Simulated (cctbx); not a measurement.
## Ti3Be20N6 with cctbx, script by script

Library: cctbx 2025.11. The data are simulated by the first script.

## 1. Simulate the data

run.py:

```python
from cctbx import adptbx, crystal, miller, sgtbx, xray
from cctbx.array_family import flex
from iotbx.shelx import hklf
from scitbx import matrix
import scitbx.random

cs = crystal.symmetry(unit_cell=(10.473, 10.473, 10.473, 90, 90, 90), space_group_symbol='Hall: -F 4 2 3')  # Fm-3m
atoms = [  # label, site, U (iso, or U11 U22 U33 U12 U13 U23 in A^2), occupancy
    ("Ti1", (0.25, 0.75, 0.75), (0.0169, 0.0169, 0.0169, 0.0000, 0.0000, -0.0000), 1),
    ("Ti2", (0, 0, 0), (0.0200, 0.0200, 0.0200, 0.0000, -0.0000, 0.0000), 1),
    ("N1", (0.7216, 0, 0), (0.0266, 0.0293, 0.0293, 0.0000, 0.0000, 0.0000), 1),
    ("Be1", (0.3804, 0.8804, 0.8804), (0.0291, 0.0291, 0.0291, -0.0009, -0.0009, -0.0009), 1),
    ("Be2", (0, 0.8294, 0.8294), (0.0286, 0.0299, 0.0299, 0.0000, 0.0000, -0.0014), 1),
]
xs = xray.structure(crystal_symmetry=cs)
for label, site, u, occ in atoms:
    u = adptbx.u_cif_as_u_star(cs.unit_cell(), u) if isinstance(u, tuple) else u
    xs.add_scatterer(xray.scatterer(label, site=site, u=u, occupancy=occ))
xs.set_inelastic_form_factors(1.54184, "sasaki")
xs.show_summary()
p1 = xs.expand_to_p1()
ms = miller.build_set(p1, anomalous_flag=True, d_min=0.8)
flex.set_random_seed(789568)
scitbx.random.set_random_seed(789568)
ms = ms.select(flex.random_double(ms.size()) < 0.5)
i = ms.structure_factors_from_scatterers(p1, algorithm="direct").f_calc().as_intensity_array().data()
i = i * 20000 / flex.max(i)
sig = flex.sqrt(i + flex.pow2(0.03 * i) + 2 ** 2)
noise = scitbx.random.variate(scitbx.random.normal_distribution())(i.size())
data = ms.array(data=i + sig * noise, sigmas=sig).set_observation_type_xray_intensity()
with open("data.hkl", "w") as f:
    data.export_as_shelx_hklf(f)
print("reflections written:", data.size(), " <I/sigma> = %.1f" % flex.mean(data.data() / data.sigmas()))
for h, a, b in list(data.sort("data"))[:12]:
    print("%4d%4d%4d %9.1f %7.1f" % (h + (a, b)))
```

```console
$ python run.py
```

```text
Number of scatterers: 5
At special positions: 5
Unit cell: (10.473, 10.473, 10.473, 90, 90, 90)
Space group: F m -3 m (No. 225)
reflections written: 4790  <I/sigma> = 4.6
   0  -4  -4   20951.8   616.4
   0  -4   4   20382.2   616.4
   4  -4   0   20005.6   616.4
  -4   0  -4   19991.6   616.4
   4   0  -4   19921.7   616.4
  -4   4   0   19750.4   616.4
   4   4   0   19730.3   616.4
   4   0   4   19564.1   616.4
   0   4   0   17549.0   530.3
   0   0   4   17456.6   530.3
   0   0  -4   17104.0   530.3
  -3  -3  -3   11541.1   348.8
```

Run time: 0.26 s on 1 thread of Arm Neoverse V2, with other jobs on the host, peak memory 0.07 GiB.

## 2. Symmetry

run.py:

```python
from cctbx import crystal, sgtbx, statistics
from cctbx.array_family import flex
from iotbx.shelx import hklf

p1 = crystal.symmetry(unit_cell=(10.473, 10.473, 10.473, 90, 90, 90), space_group_symbol="P 1")
raw = hklf.reader(file_name="data.hkl").as_miller_arrays(crystal_symmetry=p1, anomalous=True)[0]
print(raw.size(), "reflections to d = %.3f A" % raw.d_min())
isig = raw.data() / raw.sigmas()
print("centring   violations  <I/sigma> of those")
best = "P"
for c in "ABCIRF":
    a = raw.customized_copy(space_group_info=sgtbx.space_group_info("Hall: %s 1" % c)).sys_absent_flags().data()
    m = flex.mean(isig.select(a))
    print("%5s %10d of %5d %8.1f" % (c, (isig.select(a) > 4).count(True), a.count(True), m))
    if (isig.select(a) > 4).count(True) < 0.01 * a.count(True):
        best = c
raw = raw.select(~raw.customized_copy(space_group_info=sgtbx.space_group_info("Hall: %s 1" % best)).sys_absent_flags().data())
isig = raw.data() / raw.sigmas()
rows = []
for s in sgtbx.space_group_symbol_iterator():
    g = sgtbx.space_group(s)
    if g.conventional_centring_type_symbol() != best or not g.is_compatible_unit_cell(p1.unit_cell(), 1e-3, 0.02):
        continue
    rows.append((s, g))
print("Laue class    unique    Rint  (classes that these axes allow; Friedel mates merged)")
rint = {}
for s, g in rows:
    laue = g.build_derived_patterson_group()
    key = laue.type().hall_symbol()
    if key not in rint:
        m = raw.customized_copy(space_group_info=laue.info(), anomalous_flag=False).merge_equivalents()
        rint[key] = m.r_int()
        print("%-14s %6d %7.3f" % (laue.type().lookup_symbol(), m.array().size(), m.r_int()))
floor = min(rint.values())
good = [(s, g) for s, g in rows if rint[g.build_derived_patterson_group().type().hall_symbol()] < 2 * floor + 0.03]
top = max(g.build_derived_patterson_group().order_z() for s, g in good)
print("space group    extra absences  I>4sigma  <I/sigma>")
for s, g in good:
    laue = g.build_derived_patterson_group()
    if laue.order_z() != top:
        continue
    a = raw.customized_copy(space_group_info=g.info()).sys_absent_flags().data()
    a &= ~raw.customized_copy(space_group_info=laue.info()).sys_absent_flags().data()
    bad = (isig.select(a) > 4).count(True)
    if bad <= 0.03 * a.count(True):
        print("%-16s %8d %10d %9s  %s" % (s.universal_hermann_mauguin(), a.count(True), bad, "%.1f" % flex.mean(isig.select(a)) if a.count(True) else "-", "centric" if g.is_centric() else "acentric"))
laue = max(good, key=lambda t: t[1].build_derived_patterson_group().order_z())[1].build_derived_patterson_group()
f = raw.customized_copy(space_group_info=laue.info(), anomalous_flag=False).merge_equivalents().array().eliminate_sys_absent().f_sq_as_f()
f.set_observation_type_xray_amplitude()
bins = max(3, min(8, f.size() // 12))
f.setup_binner(n_bins=bins)
w = statistics.wilson_plot(f, {e: n / laue.order_z() for e, n in {'Ti': 12.0, 'N': 24.0, 'Be': 80.0}.items()}, e_statistics=True)
print("Wilson B = %.2f A^2   <|E^2-1|> = %.3f (0.968 centric, 0.736 acentric)   E^2>4: %.1f %%" % (w.wilson_b, w.mean_e_sq_minus_1, w.percent_e_sq_gt_2))
print("shell (A)         n   <I/sigma>")
m = raw.customized_copy(space_group_info=laue.info(), anomalous_flag=False).merge_equivalents().array().eliminate_sys_absent()
for b in m.setup_binner(n_bins=bins).range_used():
    sel = m.binner().selection(b)
    print("%5.2f - %4.2f %6d %8.1f" % (min(m.binner().bin_d_range(b)[0] if m.binner().bin_d_range(b)[0] > 0 else 99, 99), m.binner().bin_d_range(b)[1], sel.count(True), flex.mean((m.data() / m.sigmas()).select(sel))))
```

```console
$ python run.py
```

```text
4790 reflections to d = 0.801 A
centring   violations  <I/sigma> of those
    A          0 of  2359      0.0
    B          0 of  2377      0.0
    C          0 of  2374      0.0
    I        530 of  2332      3.6
    R        763 of  3213      4.6
    F          0 of  3555      0.0
Laue class    unique    Rint  (classes that these axes allow; Friedel mates merged)
F m m m           344   0.025
F m -3            123   0.028
F m -3 m           88   0.029
space group    extra absences  I>4sigma  <I/sigma>
F 4 3 2                 0          0         -  acentric
F -4 3 m                0          0         -  acentric
F m -3 m                0          0         -  centric
Wilson B = 1.26 A^2   <|E^2-1|> = 0.711 (0.968 centric, 0.736 acentric)   E^2>4: 0.0 %
shell (A)         n   <I/sigma>
 6.05 - 1.52     18     66.6
 1.52 - 1.21     13     63.3
 1.21 - 1.06     10     71.5
 1.06 - 0.96     14     53.5
 0.96 - 0.90     11     57.1
 0.90 - 0.84     10     71.6
 0.84 - 0.80     12     56.1
```

Time: 0.28 s.

## 3. Patterson map

run.py:

```python
from cctbx import crystal, maptbx
from iotbx.shelx import hklf

cs = crystal.symmetry(unit_cell=(10.473, 10.473, 10.473, 90, 90, 90), space_group_symbol='Hall: -F 4 2 3')  # Fm-3m
raw = hklf.reader(file_name="data.hkl").as_miller_arrays(crystal_symmetry=cs, anomalous=True)[0]
merged = raw.eliminate_sys_absent().merge_equivalents()
fo2 = merged.array().set_observation_type_xray_intensity()
f = fo2.average_bijvoet_mates().f_sq_as_f()
pm = f.patterson_map(symmetry_flags=maptbx.use_space_group_symmetry, sharpening=True, resolution_factor=0.25)
peaks = pm.peak_search(parameters=maptbx.peak_search_parameters(min_distance_sym_equiv=0.4, max_clusters=14)).all()
top = peaks.heights()[0]
print("Patterson group", f.patterson_symmetry().space_group_info())
print("      u       v       w   height  length (A)")
for x, h in zip(peaks.sites(), peaks.heights()):
    y = [t - round(t) for t in x]
    print("%7.3f %7.3f %7.3f %8.1f %8.2f" % (x + (1000 * h / top, cs.unit_cell().length(y))))
```

```console
$ python run.py
```

```text
Patterson group F m -3 m
      u       v       w   height  length (A)
  0.000   0.000   0.000   1000.0     0.00
  0.000   0.000   0.500    592.1     5.24
  0.250   0.250   0.250    562.3     4.53
  0.000   0.250   0.250    150.6     3.70
  0.128   0.128   0.372    130.5     4.33
  0.000   0.000   0.280    104.0     2.94
  0.000   0.172   0.172     70.1     2.55
  0.122   0.122   0.122     65.5     2.22
  0.078   0.078   0.249     54.2     2.86
  0.187   0.187   0.313     36.5     4.29
  0.000   0.000   0.109     31.6     1.14
  0.061   0.061   0.061     26.2     1.11
  0.000   0.000   0.390     22.0     4.08
  0.062   0.062   0.438     19.9     4.68
```

Time: 0.25 s.

## 4. Charge flipping

run.py:

```python
import itertools
from cctbx import crystal, maptbx
from cctbx.array_family import flex
from iotbx.shelx import hklf
from smtbx.ab_initio import charge_flipping as cf

cs = crystal.symmetry(unit_cell=(10.473, 10.473, 10.473, 90, 90, 90), space_group_symbol='Hall: -F 4 2 3')  # Fm-3m
raw = hklf.reader(file_name="data.hkl").as_miller_arrays(crystal_symmetry=cs, anomalous=True)[0]
merged = raw.eliminate_sys_absent().merge_equivalents()
fo2 = merged.array().set_observation_type_xray_intensity()
f = fo2.average_bijvoet_mates().f_sq_as_f().resolution_filter(d_min=0.8)
p1 = f.expand_to_p1()
p1.setup_binner_counting_sorted(reflections_per_bin=max(40, p1.size() // 12))
work = p1.array(data=p1.data() / p1.amplitude_quasi_normalisations().data())
flex.set_random_seed(75518)
it = cf.weak_reflection_improved_iterator(delta=None, weak_reflection_fraction=0.3)
it.start(work, phases=flex.random_double(p1.size()) * 6.2832, f_000=0)
it.delta = 1.2 * it.rho_map.sigma()
print("cycle      R  skewness")
for n, st in enumerate(itertools.islice(it, 300)):
    if n % 25 == 0:
        print("%5d %6.3f %8.2f" % (n, st.r1_factor(), st.rho_map.skewness()))
rho = p1.phase_transfer(it.f_calc).fft_map().apply_volume_scaling()
polish = cf.low_density_elimination_iterator(constant_rho_c=rho.sigma())
polish.start(f_obs=p1, phases=it.f_calc, f_000=0)
for _ in range(8):
    next(polish)
print("origin shift          correlation  skewness")
maps = []
for fc, shift, cc in itertools.islice(cf.f_calc_symmetrisations(f, polish.f_calc, 0), 4):
    m = f.phase_transfer(fc).fft_map(symmetry_flags=maptbx.use_space_group_symmetry, resolution_factor=0.25).apply_sigma_scaling()
    maps.append((m.skewness(), cc, m))
    print("%6.3f %6.3f %6.3f %10.3f %9.2f" % (tuple(shift) + (cc, m.skewness())))
skew, cc, m = max((t for t in maps if t[1] > maps[0][1] - 0.04), key=lambda t: t[0])
print("taken: symmetry correlation %.3f, skewness %.2f" % (cc, skew))
peaks = m.peak_search(parameters=maptbx.peak_search_parameters(min_distance_sym_equiv=0.9, max_clusters=10)).all()
sps = cs.special_position_settings(min_distance_sym_equiv=0.5)
print("peak      x       y       z  mult  height/sigma")
for k, (x, h) in enumerate(zip(peaks.sites(), peaks.heights())):
    ss = sps.site_symmetry(x)
    print("Q%-3d %7.4f %7.4f %7.4f %4d %8.1f" % ((k + 1,) + tuple(t % 1 for t in ss.exact_site()) + (ss.multiplicity(), h)))
```

```console
$ python run.py
```

```text
cycle      R  skewness
    0  0.505     0.53
   25  0.357     4.59
   50  0.364     4.82
   75  0.359     4.96
  100  0.351     4.80
  125  0.360     4.83
  150  0.353     4.68
  175  0.369     4.86
  200  0.348     4.83
  225  0.374     4.88
  250  0.356     4.97
  275  0.352     4.69
origin shift          correlation  skewness
 0.448  0.357  0.196      0.873      1.79
 0.008  0.022  0.259      0.907     -0.31
 0.198  0.112  0.450      0.885      2.46
 0.371  0.225 -0.010      0.863      0.29
taken: symmetry correlation 0.885, skewness 2.46
peak      x       y       z  mult  height/sigma
Q1    0.0000  0.0000  0.5000    4     14.9
Q2    0.2500  0.2500  0.2500    8     11.5
Q3    0.0000  0.0000  0.0000    4      7.8
Q4    0.0000  0.0000  0.1851   24      5.2
Q5    0.0000  0.1850  0.3150   48      2.5
Q6    0.0516  0.1342  0.3658   96      2.3
Q7    0.0000  0.0732  0.2556   96      2.2
Q8    0.1246  0.1246  0.2955   96      2.0
Q9    0.0569  0.2500  0.2500   48      1.6
Q10   0.0460  0.1264  0.1264   96      1.5
```

Time: 2.9 s.

## 5. Refinement (model from the peaks)

run.py:

```python
import math
from cctbx import adptbx, crystal, maptbx, sgtbx, xray
from cctbx.array_family import flex
from cctbx.xray import observations
from iotbx.shelx import hklf
from scitbx.lstbx import normal_eqns_solving
from smtbx import absolute_structure, utils
from smtbx.refinement import constraints, least_squares

cs = crystal.symmetry(unit_cell=(10.473, 10.473, 10.473, 90, 90, 90), space_group_symbol='Hall: -F 4 2 3')  # Fm-3m
atoms = [  # label, site, U (iso, or U11 U22 U33 U12 U13 U23 in A^2), occupancy
    ("Ti1", (0, 0, 0.5), 0.0200, 1),
    ("Ti2", (0.25, 0.25, 0.25), 0.0200, 1),
    ("Be1", (0, 0, 0), 0.0200, 1),
    ("N1", (0, 0, 0.1851), 0.0200, 1),
    ("Be2", (0, 0.185, 0.315), 0.0200, 1),
]
xs = xray.structure(crystal_symmetry=cs)
for label, site, u, occ in atoms:
    u = adptbx.u_cif_as_u_star(cs.unit_cell(), u) if isinstance(u, tuple) else u
    xs.add_scatterer(xray.scatterer(label, site=site, u=u, occupancy=occ))
xs.set_inelastic_form_factors(1.54184, "sasaki")
raw = hklf.reader(file_name="data.hkl").as_miller_arrays(crystal_symmetry=cs, anomalous=True)[0]
merged = raw.eliminate_sys_absent().merge_equivalents()
fo2 = merged.array().set_observation_type_xray_intensity()
print("Rint %.3f, %d unique reflections to %.2f A" % (merged.r_int(), fo2.size(), fo2.d_min()))
for sc in xs.scatterers():
    sc.flags.set_grad_site(True)
    sc.flags.set_grad_u_aniso(sc.flags.use_u_aniso())
    sc.flags.set_grad_u_iso(sc.flags.use_u_iso())
obs = fo2.as_xray_observations()
extra = {}
rep = constraints.reparametrisation(xs, [], utils.connectivity_table(xs), **extra)
ls = least_squares.crystallographic_ls(obs, rep, weighting_scheme=least_squares.mainstream_shelx_weighting(a=0, b=0))
print("cycle     R1     wR2    GooF  max shift (A)")
for cycle in range(6):
    ls.build_up()
    r1, wr2, goof = ls.r1_factor(cutoff_factor=2)[0], ls.wR2(), ls.goof()
    old = xs.sites_cart()
    normal_eqns_solving.levenberg_marquardt_iterations(ls, n_max_iterations=3, tau=0.0001, step_threshold=1e-7)
    big = flex.max((xs.sites_cart() - old).norms())
    print("%4d %7.4f %7.4f %7.3f %9.5f" % (cycle + 1, r1, wr2, goof, big))
    ls.build_up(objective_only=True)
    if abs(ls.wR2() - wr2) < 5e-5 and big < 5e-4:
        break
ls.build_up()
print("final R1 %.4f wR2 %.4f GooF %.3f  parameters %d  data/parameter %.1f" % (ls.r1_factor(cutoff_factor=2)[0], ls.wR2(), ls.goof(), ls.n_parameters, fo2.size() / ls.n_parameters))
cov = ls.covariance_matrix_and_annotations()
su = dict(zip(cov.annotations, (math.sqrt(max(v, 0)) for v in cov.matrix.matrix_packed_u_diagonal())))
a2 = cs.unit_cell().reciprocal_parameters()[0] ** -2
print("atom        x        y        z      Ueq    occ   su(xyz)  su(Uiso or U11)")
for sc in xs.scatterers():
    s = max(su.get(sc.label + k, 0) for k in (".x", ".y", ".z"))
    npd = "" if sc.is_positive_definite_u(cs.unit_cell()) else "  NPD"
    print("%-5s %8.5f %8.5f %8.5f %8.4f %6.3f %8.5f %7.4f%s" % ((sc.label,) + sc.site + (sc.u_iso_or_equiv(cs.unit_cell()), sc.occupancy, s, su.get(sc.label + ".uiso", su.get(sc.label + ".u11", 0) * a2), npd)))
fo = fo2.f_sq_as_f()
fc = fo.structure_factors_from_scatterers(xs, algorithm="direct").f_calc()
diff = fo.f_obs_minus_f_calc(1 / math.sqrt(ls.scale_factor()), fc).average_bijvoet_mates()
m = diff.fft_map(symmetry_flags=maptbx.use_space_group_symmetry, resolution_factor=0.25).apply_volume_scaling()
print("difference map: max %.2f min %.2f rms %.2f" % (m.statistics().max(), m.statistics().min(), m.statistics().sigma()))
peaks = m.peak_search(parameters=maptbx.peak_search_parameters(min_distance_sym_equiv=0.6, max_clusters=5)).all()
near = xs.closest_distances(peaks.sites(), distance_cutoff=4)
sps = cs.special_position_settings(min_distance_sym_equiv=0.5)
for k, (x, h) in enumerate(zip(peaks.sites(), peaks.heights())):
    ss = sps.site_symmetry(x)
    print("Q%-3d %7.4f %7.4f %7.4f %4d %7.2f  %.2f A from %s" % ((k + 1,) + tuple(t % 1 for t in ss.exact_site()) + (ss.multiplicity(), h, near.smallest_distances[k], xs.scatterers()[near.i_seqs[k]].label)))
```

```console
$ python run.py
```

```text
Rint 0.029, 88 unique reflections to 0.80 A
cycle     R1     wR2    GooF  max shift (A)
   1  0.3440  0.6634  48.357   0.32592
   2  0.1690  0.3584  26.120   0.00813
   3  0.1672  0.3578  26.082   0.00000
final R1 0.1672 wR2 0.3578 GooF 26.082  parameters 7  data/parameter 12.6
atom        x        y        z      Ueq    occ   su(xyz)  su(Uiso or U11)
Ti1    0.00000  0.00000  0.50000   0.0192  1.000  0.00000  0.0032
Ti2    0.25000  0.25000  0.25000   0.0145  1.000  0.00000  0.0026
Be1    0.00000  0.00000  0.00000   0.0509  1.000  0.00000  0.0286
N1     0.00000  0.00000  0.21700   0.0182  1.000  0.00212  0.0048
Be2    0.00000  0.17127  0.32873   0.0237  1.000  0.00179  0.0052
difference map: max 6.16 min -3.95 rms 0.54
Q1    0.1219  0.1219  0.1219   32    6.69  2.06 A from N1
Q2    0.0000  0.0000  0.5000    4    4.86  0.00 A from Ti1
Q3    0.2500  0.2500  0.2500    8    3.56  0.00 A from Ti2
Q4    0.1087  0.1087  0.3913   32    1.35  1.47 A from Be2
Q5    0.0000  0.0000  0.2455   24    1.15  0.30 A from N1
```

Time: 0.44 s.

Figures of merit this high mean that the model is still wrong or incomplete.

## 6. Charge flipping

run.py, as its changes from the last script of this kind:

```diff
@@ -13,3 +13,2 @@
-p1.setup_binner_counting_sorted(reflections_per_bin=max(40, p1.size() // 12))
-work = p1.array(data=p1.data() / p1.amplitude_quasi_normalisations().data())
-flex.set_random_seed(75518)
+work = p1
+flex.set_random_seed(75519)
@@ -20,2 +19,2 @@
-for n, st in enumerate(itertools.islice(it, 300)):
-    if n % 25 == 0:
+for n, st in enumerate(itertools.islice(it, 600)):
+    if n % 50 == 0:
```

```console
$ python run.py
```

```text
cycle      R  skewness
    0  0.535     0.34
   50  0.350     4.98
  100  0.367     4.73
  150  0.357     4.82
  200  0.343     4.76
  250  0.339     4.68
  300  0.360     4.67
  350  0.352     4.64
  400  0.338     4.80
  450  0.350     4.84
  500  0.348     4.80
  550  0.362     4.70
origin shift          correlation  skewness
 0.359  0.294  0.449      0.891     -0.45
 0.427  0.078  0.001      0.912      0.02
 0.108  0.037  0.207      0.870     -0.07
 0.223  0.029  0.229      0.900     -0.30
taken: symmetry correlation 0.912, skewness 0.02
peak      x       y       z  mult  height/sigma
Q1    0.0000  0.0000  0.5000    4      8.2
Q2    0.0000  0.2500  0.2500   24      3.5
Q3    0.0000  0.0789  0.0789   48      2.7
Q4    0.0578  0.0578  0.2842   96      2.6
Q5    0.0000  0.0000  0.0000    4      2.6
Q6    0.0000  0.0753  0.4247   48      2.5
Q7    0.0000  0.1731  0.3269   48      2.2
Q8    0.1722  0.1722  0.2454   96      2.2
Q9    0.2500  0.2500  0.2500    8      1.5
Q10   0.0475  0.0475  0.1781   96      1.2
```

Run time: 3 s on 1 thread of Arm Neoverse V2 (shared host), peak memory 0.08 GiB.

[Logs are printed without paths, hosts, clocks, repeated set-up lines and the standing remarks that a program may print on its own settings, such as how far it seeks lower states.]
